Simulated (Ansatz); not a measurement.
In doubt: masses and optical values from hybrid runs of this build are listed as unsure (in some of the runs), which bears on the screening that GW takes from such a start.

The crystal is SrTiO3 (I4/mcm).

```
Sr Ti O
1.0
    -2.75550    2.75550    3.89800
     2.75550   -2.75550    3.89800
     2.75550    2.75550   -3.89800
Sr Ti O
2 2 6
Direct
  0.75000 0.25000 0.50000
  0.25000 0.75000 0.50000
  0.00000 0.00000 0.00000
  0.50000 0.50000 0.00000
  0.25000 0.25000 0.00000
  0.75000 0.75000 0.00000
  0.74510 0.24510 0.99020
  0.24510 0.25490 0.50000
  0.25490 0.75490 0.00980
  0.75490 0.74510 0.50000
```

The cell and positions come from the Crystallography Open Database and are kept as given unless a step says otherwise. PAW set soft_2, made with PBE.

Gaps computed with Ansatz 0.2.0 without a self-energy: HSE06 3.36 eV, r2SCAN 2.28 eV and PBE0 4.10 eV.

Q: What gap should G0W0 on HSE06 give (4×4×4 mesh, 252 empty bands, screening to 96 eV, default PAW files)?

About 3.76 eV: on its mesh the run moves the gap from 3.36 eV by +0.40 eV. Among the scalar-relativistic levels given, PBE0 is nearest (+0.34 eV). Bands and cutoff are finite, so the gap is not at the basis limit. The miss can reach some tenths of an eV and take either sign; the mesh is an error of its own. The many-body steps are scalar-relativistic: spin-orbit coupling is not in them.

[Paths, hosts, dates, memory and timing lines, banners, echoed tables and standing remarks are left out of the program output.]

[Logs are printed without paths, hosts, clocks, repeated set-up lines and the standing remarks that a program may print on its own settings, such as how far it seeks lower states.]

[Runs of the session that timed out or met a known fault of the program may be left out.]

[Cells called generated may have been cut or substituted from an entry of the Crystallography Open Database or the Materials Project.]

[Hosts, paths, dates, database ids (printed as entryN), source tags and the programs' standing remarks are cut or masked in the printed files.]
